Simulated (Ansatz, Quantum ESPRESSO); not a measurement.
# Conductance against width: vacuum gaps between two Li(110) faces, part 2 of 5

Aim: how the conductance falls as the barrier grows, for vacuum gaps between two Li(110) faces.

Quantum ESPRESSO 7.5; plane-wave DFT, LDA, GBRV ultrasoft pseudopotentials; cross-check by Ansatz 0.2.0 with PAW datasets.

So far. Step 2 (SCF with pw.x, 5 Å): The run needed 23 iterations to bring the estimated error under 1e-07 Ry; the largest force on any atom, held or free, is 0.08 eV/Å.

**3. The open system, 5 Å**

Level of this step: transmission by pwcond, lead and junction from one cell; plane-wave DFT, LDA, GBRV ultrasoft pseudopotentials (Quantum ESPRESSO).

prefixt takes both regions from one run: the lead from 0 to bdl, the scattering region from bdl to bds (units of alat). ikind = 1 puts the same lead on both sides. The program's T_tot counts both spins in a run without spin; the tables below give T per spin.

j0.cond.in

```
&inputcond
  outdir = './out'
  prefixt = 'j0.scf'
  tran_file = 'j0.cond.dat'
  bdl = 1.4142135610
  bds = 9.2316629651
  ikind = 1
  ewind = 4.0
  epsproj = 1e-05
  nz1 = 7
  energy0 = 0.4
  denergy = -0.4
/
21
  0.00000000 0.00000000 0.01562500
  0.00000000 0.12500000 0.03125000
  0.00000000 0.25000000 0.03125000
  0.00000000 0.37500000 0.03125000
  0.00000000 0.50000000 0.01562500
  0.12500000 0.00000000 0.06250000
  0.12500000 0.25000000 0.06250000
  0.12500000 0.37500000 0.06250000
  0.12500000 0.50000000 0.06250000
  0.25000000 0.00000000 0.06250000
  0.25000000 0.12500000 0.03125000
  0.25000000 0.37500000 0.06250000
  0.25000000 0.50000000 0.06250000
  0.25000000 0.62500000 0.03125000
  0.37500000 0.00000000 0.06250000
  0.37500000 0.12500000 0.06250000
  0.37500000 0.50000000 0.06250000
  0.37500000 0.62500000 0.06250000
  0.50000000 0.00000000 0.03125000
  0.50000000 0.12500000 0.06250000
  0.50000000 0.25000000 0.03125000
3
```

Started as:

```console
OMP_NUM_THREADS=1 mpirun -n 2 pwcond.x -in j0.cond.in > j0.cond.out
```

Output:

```text
[banner, memory and clock lines left out]
Program PWCOND v.7.5 starts

          URL

     ./out/j0.scf.save/

     IMPORTANT: XC functional enforced from input :
     Exchange-correlation= PZ
                           (   1   1   0   0   0   0   0)
     Any further DFT definition will be discarded
     Please, verify this is what you really want

     Reading collected, re-writing distributed wavefunctions

===== INPUT FILE containing all the regions =====

     GEOMETRY:

     lattice parameter (alat)  =       6.5007  a.u.
     the volume                =    1793.2336 (a.u.)^3
     the cross section         =      29.8813 (a.u.)^2
     l of the unit cell        =       9.2317 (alat)
     number of atoms/cell      =           12
     number of atomic types    =            1

     crystal axes: (cart. coord. in units of alat)
               a(1) = (  1.0000  0.0000  0.0000 )
               a(2) = (  0.5000  0.7071  0.0000 )
               a(3) = (  0.0000  0.0000  9.2317 )

   Cartesian axes

     site n.     atom                  positions (alat units)
          1        Li     tau(  1)=(  0.0000  0.0000  9.2317  )
          2        Li     tau(  2)=(  0.5000  0.0000  0.7071  )
          3        Li     tau(  3)=(  0.0000  0.0000  1.4142  )
          4        Li     tau(  4)=(  0.5000  0.0000  2.1213  )
          5        Li     tau(  5)=(  0.0000  0.0000  2.8284  )
          6        Li     tau(  6)=(  0.5000  0.0000  3.5355  )
          7        Li     tau(  7)=(  0.0000  0.0000  4.9890  )
          8        Li     tau(  8)=(  0.5000  0.0000  5.6961  )
          9        Li     tau(  9)=(  0.0000  0.0000  6.4032  )
         10        Li     tau( 10)=(  0.5000  0.0000  7.1103  )
         11        Li     tau( 11)=(  0.0000  0.0000  7.8174  )
         12        Li     tau( 12)=(  0.5000  0.0000  8.5246  )

     nr1s                      =           27
     nr2s                      =           24
     nr3s                      =          243
     nr1sx                     =           27
     nr2sx                     =           24
     nr3sx                     =          243
     nr1                       =           30
     nr2                       =           25
     nr3                       =          288
     nr1x                      =           30
     nr2x                      =           25
     nr3x                      =          288

 _______________________________
  Radii of nonlocal spheres:

     type       ibeta     ang. mom.          radius (alat units)
       Li         1         0                    0.3102
       Li         2         0                    0.3102
       Li         3         0                    0.3102
       Li         4         1                    0.3102
       Li         5         1                    0.3102
----- General information -----

--- T calc. with identical leads (ikind=1) ---

     nrx                       =           27
     nry                       =           24
     nz1                       =            7

     energy0               =         4.0E-01
     denergy               =        -4.0E-01
     nenergy               =          3
     ecut2d                =         4.0E+01
     ewind                 =         4.0E+00
     epsproj               =         1.0E-05

     number of k_|| points=   21
                       cryst. coord.
        k(    1) = (   0.0000000   0.0000000), wk =   0.0156250
        k(    2) = (   0.0000000   0.1250000), wk =   0.0312500
        k(    3) = (   0.0000000   0.2500000), wk =   0.0312500
        k(    4) = (   0.0000000   0.3750000), wk =   0.0312500
        k(    5) = (   0.0000000   0.5000000), wk =   0.0156250
        k(    6) = (   0.1250000   0.0000000), wk =   0.0625000
        k(    7) = (   0.1250000   0.2500000), wk =   0.0625000
        k(    8) = (   0.1250000   0.3750000), wk =   0.0625000
        k(    9) = (   0.1250000   0.5000000), wk =   0.0625000
        k(   10) = (   0.2500000   0.0000000), wk =   0.0625000
        k(   11) = (   0.2500000   0.1250000), wk =   0.0312500
        k(   12) = (   0.2500000   0.3750000), wk =   0.0625000
        k(   13) = (   0.2500000   0.5000000), wk =   0.0625000
        k(   14) = (   0.2500000   0.6250000), wk =   0.0312500
        k(   15) = (   0.3750000   0.0000000), wk =   0.0625000
        k(   16) = (   0.3750000   0.1250000), wk =   0.0625000
        k(   17) = (   0.3750000   0.5000000), wk =   0.0625000
        k(   18) = (   0.3750000   0.6250000), wk =   0.0625000
        k(   19) = (   0.5000000   0.0000000), wk =   0.0312500
        k(   20) = (   0.5000000   0.1250000), wk =   0.0625000
        k(   21) = (   0.5000000   0.2500000), wk =   0.0312500
----- Information about left/right lead -----

     nocros                   =            9
     noins                    =            9
     norb                     =           27
     norbf                    =           99
     nrz                      =           37

      iorb      type   ibeta   ang. mom.   m       position (alat)
        1        1       1        0        1   taunew(   1)=(  0.0000  0.0000  0.0000)
        2        1       2        0        1   taunew(   2)=(  0.0000  0.0000  0.0000)
        3        1       3        0        1   taunew(   3)=(  0.0000  0.0000  0.0000)
        4        1       4        1        1   taunew(   4)=(  0.0000  0.0000  0.0000)
        5        1       4        1        2   taunew(   5)=(  0.0000  0.0000  0.0000)
        6        1       4        1        3   taunew(   6)=(  0.0000  0.0000  0.0000)
        7        1       5        1        1   taunew(   7)=(  0.0000  0.0000  0.0000)
        8        1       5        1        2   taunew(   8)=(  0.0000  0.0000  0.0000)
        9        1       5        1        3   taunew(   9)=(  0.0000  0.0000  0.0000)
       10        1       1        0        1   taunew(  10)=(  0.5000  0.0000  0.7071)
       11        1       2        0        1   taunew(  11)=(  0.5000  0.0000  0.7071)
       12        1       3        0        1   taunew(  12)=(  0.5000  0.0000  0.7071)
       13        1       4        1        1   taunew(  13)=(  0.5000  0.0000  0.7071)
       14        1       4        1        2   taunew(  14)=(  0.5000  0.0000  0.7071)
       15        1       4        1        3   taunew(  15)=(  0.5000  0.0000  0.7071)
       16        1       5        1        1   taunew(  16)=(  0.5000  0.0000  0.7071)
       17        1       5        1        2   taunew(  17)=(  0.5000  0.0000  0.7071)
       18        1       5        1        3   taunew(  18)=(  0.5000  0.0000  0.7071)
       19        1       1        0        1   taunew(  19)=(  0.0000  0.0000  1.4142)
[...]
47        1       2        0        1   taunew(  47)=(  0.5000  0.0000  4.2819)
       48        1       3        0        1   taunew(  48)=(  0.5000  0.0000  4.2819)
       49        1       4        1        1   taunew(  49)=(  0.5000  0.0000  4.2819)
       50        1       4        1        2   taunew(  50)=(  0.5000  0.0000  4.2819)
       51        1       4        1        3   taunew(  51)=(  0.5000  0.0000  4.2819)
       52        1       5        1        1   taunew(  52)=(  0.5000  0.0000  4.2819)
       53        1       5        1        2   taunew(  53)=(  0.5000  0.0000  4.2819)
       54        1       5        1        3   taunew(  54)=(  0.5000  0.0000  4.2819)
       55        1       1        0        1   taunew(  55)=(  0.0000  0.0000  4.9890)
       56        1       2        0        1   taunew(  56)=(  0.0000  0.0000  4.9890)
       57        1       3        0        1   taunew(  57)=(  0.0000  0.0000  4.9890)
       58        1       4        1        1   taunew(  58)=(  0.0000  0.0000  4.9890)
       59        1       4        1        2   taunew(  59)=(  0.0000  0.0000  4.9890)
       60        1       4        1        3   taunew(  60)=(  0.0000  0.0000  4.9890)
       61        1       5        1        1   taunew(  61)=(  0.0000  0.0000  4.9890)
       62        1       5        1        2   taunew(  62)=(  0.0000  0.0000  4.9890)
       63        1       5        1        3   taunew(  63)=(  0.0000  0.0000  4.9890)
       64        1       1        0        1   taunew(  64)=(  0.5000  0.0000  5.6961)
       65        1       2        0        1   taunew(  65)=(  0.5000  0.0000  5.6961)
       66        1       3        0        1   taunew(  66)=(  0.5000  0.0000  5.6961)
       67        1       4        1        1   taunew(  67)=(  0.5000  0.0000  5.6961)
       68        1       4        1        2   taunew(  68)=(  0.5000  0.0000  5.6961)
       69        1       4        1        3   taunew(  69)=(  0.5000  0.0000  5.6961)
       70        1       5        1        1   taunew(  70)=(  0.5000  0.0000  5.6961)
       71        1       5        1        2   taunew(  71)=(  0.5000  0.0000  5.6961)
       72        1       5        1        3   taunew(  72)=(  0.5000  0.0000  5.6961)
       73        1       1        0        1   taunew(  73)=(  0.0000  0.0000  6.4032)
       74        1       2        0        1   taunew(  74)=(  0.0000  0.0000  6.4032)
       75        1       3        0        1   taunew(  75)=(  0.0000  0.0000  6.4032)
       76        1       4        1        1   taunew(  76)=(  0.0000  0.0000  6.4032)
       77        1       4        1        2   taunew(  77)=(  0.0000  0.0000  6.4032)
       78        1       4        1        3   taunew(  78)=(  0.0000  0.0000  6.4032)
       79        1       5        1        1   taunew(  79)=(  0.0000  0.0000  6.4032)
       80        1       5        1        2   taunew(  80)=(  0.0000  0.0000  6.4032)
       81        1       5        1        3   taunew(  81)=(  0.0000  0.0000  6.4032)
       82        1       1        0        1   taunew(  82)=(  0.5000  0.0000  7.1103)
       83        1       2        0        1   taunew(  83)=(  0.5000  0.0000  7.1103)
       84        1       3        0        1   taunew(  84)=(  0.5000  0.0000  7.1103)
       85        1       4        1        1   taunew(  85)=(  0.5000  0.0000  7.1103)
       86        1       4        1        2   taunew(  86)=(  0.5000  0.0000  7.1103)
       87        1       4        1        3   taunew(  87)=(  0.5000  0.0000  7.1103)
       88        1       5        1        1   taunew(  88)=(  0.5000  0.0000  7.1103)
       89        1       5        1        2   taunew(  89)=(  0.5000  0.0000  7.1103)
       90        1       5        1        3   taunew(  90)=(  0.5000  0.0000  7.1103)
       91        1       1        0        1   taunew(  91)=(  0.0000  0.0000  7.8174)
       92        1       2        0        1   taunew(  92)=(  0.0000  0.0000  7.8174)
       93        1       3        0        1   taunew(  93)=(  0.0000  0.0000  7.8174)
       94        1       4        1        1   taunew(  94)=(  0.0000  0.0000  7.8174)
       95        1       4        1        2   taunew(  95)=(  0.0000  0.0000  7.8174)
       96        1       4        1        3   taunew(  96)=(  0.0000  0.0000  7.8174)
       97        1       5        1        1   taunew(  97)=(  0.0000  0.0000  7.8174)
       98        1       5        1        2   taunew(  98)=(  0.0000  0.0000  7.8174)
       99        1       5        1        3   taunew(  99)=(  0.0000  0.0000  7.8174)
 ngper, shell number =           95          24
 ngper, n2d =           95          42
---  E-Ef =    0.4000000  k =    0.0000000   0.0000000
---  ie =          1  ik =          1
 Nchannels of the left tip =            0
 Right moving states:
   k1(2pi/a)   k2(2pi/a)   E-Ef (eV)
 Left moving states:
   k1(2pi/a)   k2(2pi/a)   E-Ef (eV)

 to transmit
          E-Ef(ev), T =    0.4000000   0.0000000
---  E-Ef =    0.0000000  k =    0.0000000   0.0000000
---  ie =          2  ik =          1
 Nchannels of the left tip =            1
 Right moving states:
   k1(2pi/a)   k2(2pi/a)   E-Ef (eV)
  -0.0767862   0.0000081   0.0000000
 Left moving states:
   k1(2pi/a)   k2(2pi/a)   E-Ef (eV)
   0.0767862   0.0000081   0.0000000

 to transmit
 Band j to band i transmissions and reflections:
    j         i     |T_ij|^2    |R_ij|^2

    1 -->     1     0.57648     0.42352
   Total T_j, R_j =    0.57648  0.42352

E-Ef(ev), T(x2 spins) =    0.0000000   1.1529592
---  E-Ef =   -0.4000000  k =    0.0000000   0.0000000
---  ie =          3  ik =          1
 Nchannels of the left tip =            1
 Right moving states:
   k1(2pi/a)   k2(2pi/a)   E-Ef (eV)
  -0.1537189   0.0000085  -0.4000000
 Left moving states:
   k1(2pi/a)   k2(2pi/a)   E-Ef (eV)
   0.1537189   0.0000085  -0.4000000

 to transmit
 Band j to band i transmissions and reflections:
    j         i     |T_ij|^2    |R_ij|^2

    1 -->     1     0.99808     0.00192
   Total T_j, R_j =    0.99808  0.00192

E-Ef(ev), T(x2 spins) =   -0.4000000   1.9961688
 ngper, shell number =           93          50
 ngper, n2d =           93          43
[... further energies and points left out ...]
---  E-Ef =    0.4000000  k =    0.5000000   0.2500000
---  ie =          1  ik =         21
 Nchannels of the left tip =            1
 Right moving states:
   k1(2pi/a)   k2(2pi/a)   E-Ef (eV)
  -0.4007439   0.0000055   0.4000000
 Left moving states:
   k1(2pi/a)   k2(2pi/a)   E-Ef (eV)
   0.4007439   0.0000055   0.4000000

 to transmit
 Band j to band i transmissions and reflections:
    j         i     |T_ij|^2    |R_ij|^2

    1 -->     1     0.10335     0.89665
   Total T_j, R_j =    0.10335  0.89665

E-Ef(ev), T(x2 spins) =    0.4000000   0.2067027
---  E-Ef =    0.0000000  k =    0.5000000   0.2500000
---  ie =          2  ik =         21
 Nchannels of the left tip =            1
 Right moving states:
   k1(2pi/a)   k2(2pi/a)   E-Ef (eV)
  -0.4803869   0.0000067   0.0000000
 Left moving states:
   k1(2pi/a)   k2(2pi/a)   E-Ef (eV)
   0.4803869   0.0000067   0.0000000

 to transmit
 Band j to band i transmissions and reflections:
    j         i     |T_ij|^2    |R_ij|^2

    1 -->     1     0.07270     0.92730
   Total T_j, R_j =    0.07270  0.92730

E-Ef(ev), T(x2 spins) =    0.0000000   0.1453986
---  E-Ef =   -0.4000000  k =    0.5000000   0.2500000
---  ie =          3  ik =         21
 Nchannels of the left tip =            1
 Right moving states:
   k1(2pi/a)   k2(2pi/a)   E-Ef (eV)
   0.4244933   0.0000079  -0.4000000
 Left moving states:
   k1(2pi/a)   k2(2pi/a)   E-Ef (eV)
  -0.4244933   0.0000079  -0.4000000

 to transmit
 Band j to band i transmissions and reflections:
    j         i     |T_ij|^2    |R_ij|^2

    1 -->     1     0.04454     0.95546
   Total T_j, R_j =    0.04454  0.95546

E-Ef(ev), T(x2 spins) =   -0.4000000   0.0890805
   T_tot     0.40000      0.52932E+00
   T_tot     0.00000      0.51873E+00
   T_tot    -0.40000      0.39729E+00

Note: The following floating-point exceptions are signalling: IEEE_UNDERFLOW_FLAG
Note: The following floating-point exceptions are signalling: IEEE_UNDERFLOW_FLAG
```

Wall time 72 s (2 MPI ranks of Arm Neoverse N1, shared host); peak memory 0.12 GiB.

Numbers from this step:

```
lead channels at the Fermi level, one spin : 0.9219
transmission at the Fermi level, one spin  : 0.2594
conductance                                : 0.2594 G₀
```

Per spin; mean over the k mesh across the current. Open channels, zone mean against energy, zero at the Fermi level:

| energy (eV) | open channels, zone mean |
| --- | --- |
| -0.400 | 0.734 |
| 0.000 | 0.922 |
| 0.400 | 0.922 |

Per spin; mean over the k mesh across the current. The transmission, zone mean by energy, zero at the Fermi level:

| energy (eV) | transmission, zone mean |
| --- | --- |
| -0.400 | 0.199 |
| 0.000 | 0.259 |
| 0.400 | 0.265 |

At 0.000 eV; k in fractions of b1, b2. Transmission by k point:

| k1 | k2 | weight | t | channels |
| --- | --- | --- | --- | --- |
| 0 | 0 | 0.01562 | 0.5765 | 1 |
| 0 | 0.125 | 0.03125 | 0.9998 | 1 |
| 0 | 0.25 | 0.03125 | 0.3348 | 1 |
| 0 | 0.375 | 0.03125 | 0.04356 | 1 |
| 0 | 0.5 | 0.01562 | 0 | 0 |
| 0.125 | 0 | 0.0625 | 0.9814 | 1 |
| 0.125 | 0.25 | 0.0625 | 0.6041 | 1 |
| 0.125 | 0.375 | 0.0625 | 0.1014 | 1 |
| 0.125 | 0.5 | 0.0625 | 0.002243 | 1 |
| 0.25 | 0 | 0.0625 | 0.5413 | 1 |
| 0.25 | 0.125 | 0.03125 | 0.824 | 1 |
| 0.25 | 0.375 | 0.0625 | 0.1512 | 1 |
| 0.25 | 0.5 | 0.0625 | 0.01863 | 1 |
| 0.25 | 0.625 | 0.03125 | 0 | 0 |
| 0.375 | 0 | 0.0625 | 0.1234 | 1 |
| 0.375 | 0.125 | 0.0625 | 0.2543 | 1 |
| 0.375 | 0.5 | 0.0625 | 0.02375 | 1 |
| 0.375 | 0.625 | 0.0625 | 0 | 0 |
| 0.5 | 0 | 0.03125 | 0.01069 | 2 |
| 0.5 | 0.125 | 0.0625 | 0.06118 | 1 |
| 0.5 | 0.25 | 0.03125 | 0.0727 | 1 |

(Continued in part 3 of 5.)

[Long decimals in the printed logs are rounded to 6 places.]

[Repeated lines of the later SCF iterations (solver, time, negative density, dipole) and banner, clock, host and MPI lines are left out of these logs without a mark at each place.]

[Logs are printed without paths, hosts, clocks, repeated set-up lines and the standing remarks that a program may print on its own settings, such as how far it seeks lower states.]

[Hosts, paths, dates, database ids (printed as entryN), source tags and the programs' standing remarks are cut or masked in the printed files.]

[Maps of the electrostatic potential energy from Ansatz leave out the sawtooth potential of an applied field or a dipole correction, so their vacuum need not be flat; planar profiles and work functions include it.]
